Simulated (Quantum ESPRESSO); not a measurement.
# Hf2CO2 MXene, 1 layer: a series in biaxial strain, part 5 of 8

Aim: how the results for Hf2CO2 MXene, 1 layer change with biaxial strain.

Quantum ESPRESSO 7.5; plane-wave DFT, PBE, GBRV ultrasoft pseudopotentials.

So far. Step 3 (Relaxing the ions, -4 %): The relaxation lowers the energy by 18 meV an atom. Step 6 (Band structure, -4 %): Along this path the valence top lies at Γ and the conduction bottom at M.

### 7. Relaxing the ions, -3 %

m1.relax.in reads:

```
&control
  prefix = 'm1.relax'
  outdir = './out'
  pseudo_dir = './pseudo'
  nstep = 40
  forc_conv_thr = 0.0003
  calculation = 'relax'
  tstress = .true.
/
&system
  ibrav = 0
  nat = 5
  ntyp = 3
  ecutwfc = 50
  ecutrho = 250
  occupations = 'smearing'
  smearing = 'fd'
  degauss = 0.002
/
&electrons
  conv_thr = 1e-09
  mixing_beta = 0.4
  electron_maxstep = 120
  mixing_mode = 'plain'
/
&ions
/
ATOMIC_SPECIES
  O   15.9990  o_pbe_v1.2.uspp.F.UPF
  Hf  178.4900  hf_pbe_v1.uspp.F.UPF
  C   12.0110  c_pbe_v1.2.uspp.F.UPF
CELL_PARAMETERS angstrom
  3.17382475936000 0.00000000000000 0.00000000000000
  -1.58691237968000 2.74861286858000 0.00000000000000
  0.00000000000000 0.00000000000000 19.95294679600000
ATOMIC_POSITIONS crystal
  O   0.333333333300 0.666666666700 0.384322721400
  Hf  0.666666666700 0.333333333300 0.430915937300
  C   0.000000000000 0.000000000000 0.500000000000
  Hf  0.333333333300 0.666666666700 0.569084062700
  O   0.666666666700 0.333333333300 0.615677278600
K_POINTS automatic
  12 12 1 0 0 0
```

On the command line:

```sh
$ OMP_NUM_THREADS=1 mpirun -n 4 pw.x -nk 4 -in m1.relax.in > m1.relax.out
```

What it wrote:

```text
[banner, memory and clock lines left out]
Program PWSCF v.7.5 starts
[...]
Message from routine setup:
[...]
number of electrons       =        40.00
     number of Kohn-Sham states=           24
     kinetic-energy cutoff     =      50.0000  Ry
     charge density cutoff     =     250.0000  Ry
[...]
number of k points=    19  Fermi-Dirac smearing, width (Ry)=  0.0020
[...]
Dense  grid:    78153 G-vectors     FFT dimensions: (  32,  32, 192)
[...]
negative rho (up, down):  2.384E-01 0.000E+00
     Starting wfcs are   38 randomized atomic wfcs
[...]
negative rho (up, down):  2.271E-01 0.000E+00
[...]
estimated scf accuracy    <       4.91042109 Ry
[...]
negative rho (up, down):  2.251E-01 0.000E+00
[...]
estimated scf accuracy    <       1.49174467 Ry
[...]
negative rho (up, down):  2.250E-01 0.000E+00
[...]
estimated scf accuracy    <       0.20308768 Ry
[...]
negative rho (up, down):  2.266E-01 0.000E+00
[...]
estimated scf accuracy    <       0.01718893 Ry
[...]
negative rho (up, down):  2.281E-01 0.000E+00
[...]
estimated scf accuracy    <       0.00242347 Ry
[...]
negative rho (up, down):  2.294E-01 0.000E+00
[...]
estimated scf accuracy    <       0.00025818 Ry
[...]
negative rho (up, down):  2.294E-01 0.000E+00
[...]
estimated scf accuracy    <       0.00009477 Ry
[...]
negative rho (up, down):  2.295E-01 0.000E+00
[...]
estimated scf accuracy    <       0.00002153 Ry
[...]
negative rho (up, down):  2.295E-01 0.000E+00
[...]
estimated scf accuracy    <       0.00000090 Ry
[...]
negative rho (up, down):  2.295E-01 0.000E+00
[...]
estimated scf accuracy    <       0.00000006 Ry
[...]
negative rho (up, down):  2.295E-01 0.000E+00
[...]
estimated scf accuracy    <       0.00000007 Ry
[...]
negative rho (up, down):  2.295E-01 0.000E+00
[...]
estimated scf accuracy    <          1.4E-09 Ry
[...]
negative rho (up, down):  2.295E-01 0.000E+00
[...]
the Fermi energy is     1.7958 ev
!    total energy              =    -394.55980014 Ry
     estimated scf accuracy    <          6.9E-10 Ry
     smearing contrib. (-TS)   =      -0.00000000 Ry
     internal energy E=F+TS    =    -394.55980014 Ry
[...]
one-electron contribution =   -2039.74721760 Ry
     hartree contribution      =    1023.92994750 Ry
     xc contribution           =    -170.17268910 Ry
     ewald contribution        =     791.43015907 Ry
     convergence has been achieved in  13 iterations
     negative rho (up, down):  2.295E-01 0.000E+00
[...]
Total force =     0.052702     Total SCF correction =     0.000099
[...]
negative rho (up, down):  2.295E-01 0.000E+00
[...]
negative rho (up, down):  2.282E-01 0.000E+00
[...]
negative rho (up, down):  2.281E-01 0.000E+00
[...]
estimated scf accuracy    <       0.00087668 Ry
[...]
negative rho (up, down):  2.281E-01 0.000E+00
[...]
estimated scf accuracy    <       0.00048866 Ry
[...]
negative rho (up, down):  2.282E-01 0.000E+00
[...]
estimated scf accuracy    <       0.00001132 Ry
[...]
negative rho (up, down):  2.282E-01 0.000E+00
[...]
estimated scf accuracy    <       0.00000671 Ry
[...]
negative rho (up, down):  2.282E-01 0.000E+00
[...]
estimated scf accuracy    <       0.00000175 Ry
[...]
negative rho (up, down):  2.282E-01 0.000E+00
[...]
estimated scf accuracy    <       0.00000018 Ry
[...]
negative rho (up, down):  2.282E-01 0.000E+00
[...]
estimated scf accuracy    <          2.4E-09 Ry
[...]
negative rho (up, down):  2.282E-01 0.000E+00
[...]
estimated scf accuracy    <          1.4E-09 Ry
[...]
negative rho (up, down):  2.282E-01 0.000E+00
[...]
the Fermi energy is     1.5400 ev
!    total energy              =    -394.56162077 Ry
     estimated scf accuracy    <          2.3E-10 Ry
     smearing contrib. (-TS)   =      -0.00000000 Ry
     internal energy E=F+TS    =    -394.56162077 Ry
[...]
one-electron contribution =   -2036.41564383 Ry
     hartree contribution      =    1022.09130148 Ry
     xc contribution           =    -170.14647060 Ry
     ewald contribution        =     789.90919219 Ry
     convergence has been achieved in   9 iterations
     negative rho (up, down):  2.282E-01 0.000E+00
[...]
Total force =     0.025149     Total SCF correction =     0.000078
[...]
negative rho (up, down):  2.282E-01 0.000E+00
[...]
negative rho (up, down):  2.288E-01 0.000E+00
[...]
negative rho (up, down):  2.287E-01 0.000E+00
[...]
estimated scf accuracy    <       0.00083132 Ry
[...]
negative rho (up, down):  2.287E-01 0.000E+00
[...]
estimated scf accuracy    <       0.00038774 Ry
[...]
negative rho (up, down):  2.287E-01 0.000E+00
[...]
estimated scf accuracy    <       0.00001130 Ry
[...]
negative rho (up, down):  2.287E-01 0.000E+00
[...]
estimated scf accuracy    <       0.00000367 Ry
[...]
negative rho (up, down):  2.288E-01 0.000E+00
[...]
estimated scf accuracy    <       0.00000025 Ry
[...]
negative rho (up, down):  2.288E-01 0.000E+00
[...]
estimated scf accuracy    <       0.00000017 Ry
[...]
negative rho (up, down):  2.288E-01 0.000E+00
[...]
estimated scf accuracy    <       0.00000018 Ry
[...]
negative rho (up, down):  2.288E-01 0.000E+00
[...]
estimated scf accuracy    <          1.3E-09 Ry
[...]
negative rho (up, down):  2.288E-01 0.000E+00
[...]
estimated scf accuracy    <          1.9E-09 Ry
[...]
negative rho (up, down):  2.288E-01 0.000E+00
[...]
estimated scf accuracy    <          9.1E-10 Ry
[...]
negative rho (up, down):  2.288E-01 0.000E+00
[...]
estimated scf accuracy    <          6.0E-10 Ry
[...]
negative rho (up, down):  2.288E-01 0.000E+00
[...]
the Fermi energy is     1.4364 ev
!    total energy              =    -394.56248913 Ry
     estimated scf accuracy    <          5.3E-12 Ry
     smearing contrib. (-TS)   =      -0.00000000 Ry
     internal energy E=F+TS    =    -394.56248913 Ry
[...]
one-electron contribution =   -2028.29640069 Ry
     hartree contribution      =    1017.94035494 Ry
     xc contribution           =    -170.11964105 Ry
     ewald contribution        =     785.91319768 Ry
     convergence has been achieved in  12 iterations
     negative rho (up, down):  2.288E-01 0.000E+00
[...]
Total force =     0.020742     Total SCF correction =     0.000008
[...]
negative rho (up, down):  2.288E-01 0.000E+00
[...]
negative rho (up, down):  2.300E-01 0.000E+00
[...]
negative rho (up, down):  2.300E-01 0.000E+00
[...]
estimated scf accuracy    <       0.00316711 Ry
[...]
negative rho (up, down):  2.300E-01 0.000E+00
[...]
estimated scf accuracy    <       0.00244024 Ry
[...]
negative rho (up, down):  2.300E-01 0.000E+00
[...]
estimated scf accuracy    <       0.00002937 Ry
[...]
negative rho (up, down):  2.300E-01 0.000E+00
[...]
estimated scf accuracy    <       0.00003184 Ry
[...]
negative rho (up, down):  2.300E-01 0.000E+00
[...]
estimated scf accuracy    <       0.00000248 Ry
[...]
negative rho (up, down):  2.300E-01 0.000E+00
[...]
estimated scf accuracy    <       0.00000372 Ry
[...]
negative rho (up, down):  2.300E-01 0.000E+00
[...]
estimated scf accuracy    <       0.00000068 Ry
[...]
negative rho (up, down):  2.300E-01 0.000E+00
[...]
estimated scf accuracy    <       0.00000004 Ry
[...]
negative rho (up, down):  2.300E-01 0.000E+00
[...]
estimated scf accuracy    <          2.6E-09 Ry
[...]
negative rho (up, down):  2.300E-01 0.000E+00
[...]
estimated scf accuracy    <          9.6E-10 Ry
[...]
negative rho (up, down):  2.300E-01 0.000E+00
[...]
estimated scf accuracy    <          1.7E-10 Ry
[...]
negative rho (up, down):  2.300E-01 0.000E+00
[...]
the Fermi energy is     1.4058 ev
!    total energy              =    -394.56315207 Ry
     estimated scf accuracy    <          5.3E-12 Ry
     smearing contrib. (-TS)   =      -0.00000000 Ry
     internal energy E=F+TS    =    -394.56315207 Ry
[...]
one-electron contribution =   -2016.76025728 Ry
     hartree contribution      =    1012.11637435 Ry
     xc contribution           =    -170.08993518 Ry
     ewald contribution        =     780.17066603 Ry
     convergence has been achieved in  12 iterations
     negative rho (up, down):  2.300E-01 0.000E+00
[...]
Total force =     0.014724     Total SCF correction =     0.000010
[...]
negative rho (up, down):  2.300E-01 0.000E+00
[...]
negative rho (up, down):  2.325E-01 0.000E+00
[...]
negative rho (up, down):  2.324E-01 0.000E+00
[...]
estimated scf accuracy    <       0.00227733 Ry
[...]
negative rho (up, down):  2.324E-01 0.000E+00
[...]
estimated scf accuracy    <       0.00185708 Ry
[...]
negative rho (up, down):  2.325E-01 0.000E+00
[...]
estimated scf accuracy    <       0.00002204 Ry
[...]
negative rho (up, down):  2.325E-01 0.000E+00
[...]
estimated scf accuracy    <       0.00002403 Ry
[...]
negative rho (up, down):  2.325E-01 0.000E+00
[...]
estimated scf accuracy    <       0.00000284 Ry
[...]
negative rho (up, down):  2.325E-01 0.000E+00
[...]
estimated scf accuracy    <       0.00000349 Ry
[...]
negative rho (up, down):  2.325E-01 0.000E+00
[...]
estimated scf accuracy    <       0.00000028 Ry
[...]
negative rho (up, down):  2.325E-01 0.000E+00
[...]
estimated scf accuracy    <       0.00000002 Ry
[...]
negative rho (up, down):  2.325E-01 0.000E+00
[...]
estimated scf accuracy    <          6.6E-10 Ry
[...]
negative rho (up, down):  2.325E-01 0.000E+00
[...]
estimated scf accuracy    <          1.9E-10 Ry
[...]
negative rho (up, down):  2.325E-01 0.000E+00
[...]
estimated scf accuracy    <          9.2E-11 Ry
[...]
negative rho (up, down):  2.325E-01 0.000E+00
[...]
the Fermi energy is     1.4392 ev
!    total energy              =    -394.56336460 Ry
     estimated scf accuracy    <          7.8E-13 Ry
     smearing contrib. (-TS)   =      -0.00000000 Ry
     internal energy E=F+TS    =    -394.56336459 Ry
[...]
one-electron contribution =   -2008.50894304 Ry
     hartree contribution      =    1007.98568642 Ry
     xc contribution           =    -170.07283049 Ry
     ewald contribution        =     776.03272252 Ry
     convergence has been achieved in  12 iterations
     negative rho (up, down):  2.325E-01 0.000E+00
[...]
Total force =     0.004978     Total SCF correction =     0.000001
[...]
negative rho (up, down):  2.325E-01 0.000E+00
[...]
negative rho (up, down):  2.328E-01 0.000E+00
[...]
negative rho (up, down):  2.328E-01 0.000E+00
[...]
estimated scf accuracy    <       0.00005379 Ry
[...]
negative rho (up, down):  2.328E-01 0.000E+00
[...]
estimated scf accuracy    <       0.00003659 Ry
[...]
negative rho (up, down):  2.328E-01 0.000E+00
[...]
estimated scf accuracy    <       0.00000032 Ry
[...]
negative rho (up, down):  2.328E-01 0.000E+00
[...]
estimated scf accuracy    <       0.00000048 Ry
[...]
negative rho (up, down):  2.328E-01 0.000E+00
[...]
estimated scf accuracy    <       0.00000002 Ry
[...]
negative rho (up, down):  2.328E-01 0.000E+00
[...]
estimated scf accuracy    <       0.00000002 Ry
[...]
negative rho (up, down):  2.328E-01 0.000E+00
[...]
estimated scf accuracy    <          2.5E-09 Ry
[...]
negative rho (up, down):  2.328E-01 0.000E+00
[...]
estimated scf accuracy    <          1.0E-10 Ry
[...]
negative rho (up, down):  2.328E-01 0.000E+00
[...]
the Fermi energy is     1.4623 ev
!    total energy              =    -394.56337770 Ry
     estimated scf accuracy    <          1.7E-11 Ry
     smearing contrib. (-TS)   =      -0.00000000 Ry
     internal energy E=F+TS    =    -394.56337770 Ry
[...]
one-electron contribution =   -2007.64889163 Ry
     hartree contribution      =    1007.56748430 Ry
     xc contribution           =    -170.07250347 Ry
     ewald contribution        =     775.59053310 Ry
     convergence has been achieved in   9 iterations
     negative rho (up, down):  2.328E-01 0.000E+00
[...]
Total force =     0.000977     Total SCF correction =     0.000017
[...]
negative rho (up, down):  2.328E-01 0.000E+00
[...]
negative rho (up, down):  2.328E-01 0.000E+00
[...]
negative rho (up, down):  2.328E-01 0.000E+00
[...]
estimated scf accuracy    <       0.00000043 Ry
[...]
negative rho (up, down):  2.328E-01 0.000E+00
[...]
estimated scf accuracy    <       0.00000020 Ry
[...]
negative rho (up, down):  2.328E-01 0.000E+00
[...]
estimated scf accuracy    <          6.6E-09 Ry
[...]
negative rho (up, down):  2.328E-01 0.000E+00
[...]
estimated scf accuracy    <          2.0E-09 Ry
[...]
negative rho (up, down):  2.328E-01 0.000E+00
[...]
estimated scf accuracy    <          5.1E-10 Ry
[...]
negative rho (up, down):  2.328E-01 0.000E+00
[...]
estimated scf accuracy    <          1.0E-10 Ry
[...]
negative rho (up, down):  2.328E-01 0.000E+00
[...]
the Fermi energy is     1.4682 ev
!    total energy              =    -394.56337831 Ry
     estimated scf accuracy    <          8.0E-12 Ry
     smearing contrib. (-TS)   =      -0.00000000 Ry
     internal energy E=F+TS    =    -394.56337830 Ry
[...]
one-electron contribution =   -2007.76411486 Ry
     hartree contribution      =    1007.62916621 Ry
     xc contribution           =    -170.07321959 Ry
     ewald contribution        =     775.64478993 Ry
     convergence has been achieved in   7 iterations
     negative rho (up, down):  2.328E-01 0.000E+00
[...]
Total force =     0.000045     Total SCF correction =     0.000015
[...]
negative rho (up, down):  2.328E-01 0.000E+00
[...]
```

Run time: 3.1 min. Hardware: 4 MPI ranks of Arm Neoverse V1, shared host; peak memory 1 GiB.

The steps of the relaxation:

```
step  energy less that of the first step (eV)  largest force (eV/Å)
   1                                   0.0000                0.8484
   2                                  -0.0248                0.4252
   3                                  -0.0366                0.3324
   4                                  -0.0456                0.2677
   5                                  -0.0485                0.0828
   6                                  -0.0487                0.0139
   7                                  -0.0487                0.0008
```

The atoms that moved most (Å):

```
atom     dx     dy      dz  length
  O5  0.000  0.000   0.065   0.065
  O1  0.000  0.000  -0.065   0.065
 Hf4  0.000  0.000   0.014   0.014
 Hf2  0.000  0.000  -0.014   0.014
```

The relaxation lowers the energy by 10 meV an atom.

This step gave:

```
free energy  : -5368.3082 eV
Fermi energy : 1.468 eV
```

### 8. SCF with pw.x, -3 %

m1.scf.in reads:

```
&control
  prefix = 'm1.scf'
  outdir = './out'
  pseudo_dir = './pseudo'
  calculation = 'scf'
  tprnfor = .true.
/
&system
  ibrav = 0
  nat = 5
  ntyp = 3
  ecutwfc = 40
  ecutrho = 200
  occupations = 'smearing'
  smearing = 'fd'
  degauss = 0.002
  nbnd = 24
/
&electrons
  conv_thr = 1e-09
  mixing_beta = 0.4
  electron_maxstep = 120
  mixing_mode = 'plain'
/
ATOMIC_SPECIES
  O   15.9990  o_pbe_v1.2.uspp.F.UPF
  Hf  178.4900  hf_pbe_v1.uspp.F.UPF
  C   12.0110  c_pbe_v1.2.uspp.F.UPF
CELL_PARAMETERS angstrom
  3.17382475936000 0.00000000000000 0.00000000000000
  -1.58691237968000 2.74861286858000 0.00000000000000
  0.00000000000000 0.00000000000000 19.95294679600000
ATOMIC_POSITIONS crystal
  O   0.333333333300 0.666666666700 0.381060250600
  Hf  0.666666666700 0.333333333300 0.430214662000
  C   0.000000000000 0.000000000000 0.500000000000
  Hf  0.333333333300 0.666666666700 0.569785338000
  O   0.666666666700 0.333333333300 0.618939749400
K_POINTS automatic
  12 12 1 0 0 0
```

On the command line:

```sh
$ OMP_NUM_THREADS=1 mpirun -n 4 pw.x -nk 4 -in m1.scf.in > m1.scf.out
```

What it wrote:

```text
[banner, memory and clock lines left out]
Program PWSCF v.7.5 starts
[...]
Message from routine setup:
[...]
number of electrons       =        40.00
     number of Kohn-Sham states=           24
     kinetic-energy cutoff     =      40.0000  Ry
     charge density cutoff     =     200.0000  Ry
[...]
number of k points=    19  Fermi-Dirac smearing, width (Ry)=  0.0020
[...]
Dense  grid:    56227 G-vectors     FFT dimensions: (  27,  27, 180)
[...]
negative rho (up, down):  2.400E-01 0.000E+00
     Starting wfcs are   38 randomized atomic wfcs
[...]
negative rho (up, down):  2.284E-01 0.000E+00
[...]
estimated scf accuracy    <       5.09732972 Ry
[...]
negative rho (up, down):  2.265E-01 0.000E+00
[...]
estimated scf accuracy    <       1.90516062 Ry
[...]
negative rho (up, down):  2.263E-01 0.000E+00
[...]
estimated scf accuracy    <       0.23145280 Ry
[...]
negative rho (up, down):  2.277E-01 0.000E+00
[...]
estimated scf accuracy    <       0.01891459 Ry
[...]
negative rho (up, down):  2.289E-01 0.000E+00
[...]
estimated scf accuracy    <       0.00326318 Ry
[...]
negative rho (up, down):  2.299E-01 0.000E+00
[...]
estimated scf accuracy    <       0.00030615 Ry
[...]
negative rho (up, down):  2.298E-01 0.000E+00
[...]
estimated scf accuracy    <       0.00022244 Ry
[...]
negative rho (up, down):  2.298E-01 0.000E+00
[...]
estimated scf accuracy    <       0.00004459 Ry
[...]
negative rho (up, down):  2.299E-01 0.000E+00
[...]
estimated scf accuracy    <       0.00000339 Ry
[...]
negative rho (up, down):  2.299E-01 0.000E+00
[...]
estimated scf accuracy    <       0.00000043 Ry
[...]
negative rho (up, down):  2.299E-01 0.000E+00
[...]
estimated scf accuracy    <          8.7E-09 Ry
[...]
negative rho (up, down):  2.299E-01 0.000E+00
[...]
estimated scf accuracy    <          8.5E-09 Ry
[...]
negative rho (up, down):  2.299E-01 0.000E+00
[...]
estimated scf accuracy    <          1.5E-09 Ry
[...]
negative rho (up, down):  2.299E-01 0.000E+00
[...]
the Fermi energy is     1.4628 ev
!    total energy              =    -394.56091716 Ry
     estimated scf accuracy    <          3.7E-11 Ry
     smearing contrib. (-TS)   =      -0.00000000 Ry
     internal energy E=F+TS    =    -394.56091715 Ry
[...]
one-electron contribution =   -2007.73061310 Ry
     hartree contribution      =    1007.60342517 Ry
     xc contribution           =    -170.07851923 Ry
     ewald contribution        =     775.64479001 Ry
     convergence has been achieved in  14 iterations
     negative rho (up, down):  2.299E-01 0.000E+00
[...]
Total force =     0.000813     Total SCF correction =     0.000021
[...]
```

Run time: 21 s. Hardware: 4 MPI ranks; peak memory 0.51 GiB; 82 s of CPU time.

This step gave:

| Item | Value |
| --- | --- |
| free energy | -5368.2748 eV |
| Fermi energy | 1.463 eV |
| valence top, on the run's zero | 1.090 eV |
| conduction bottom, on the run's zero | 1.850 eV |
| gap by band count | 0.7605 eV |

(Continued in part 6 of 8.)

[Logs are printed without paths, hosts, clocks, repeated set-up lines and the standing remarks that a program may print on its own settings, such as how far it seeks lower states.]

[Hosts, paths, dates, database ids (printed as entryN), source tags and the programs' standing remarks are cut or masked in the printed files.]

[Maps of the electrostatic potential energy from Ansatz leave out the sawtooth potential of an applied field or a dipole correction, so their vacuum need not be flat; planar profiles and work functions include it.]
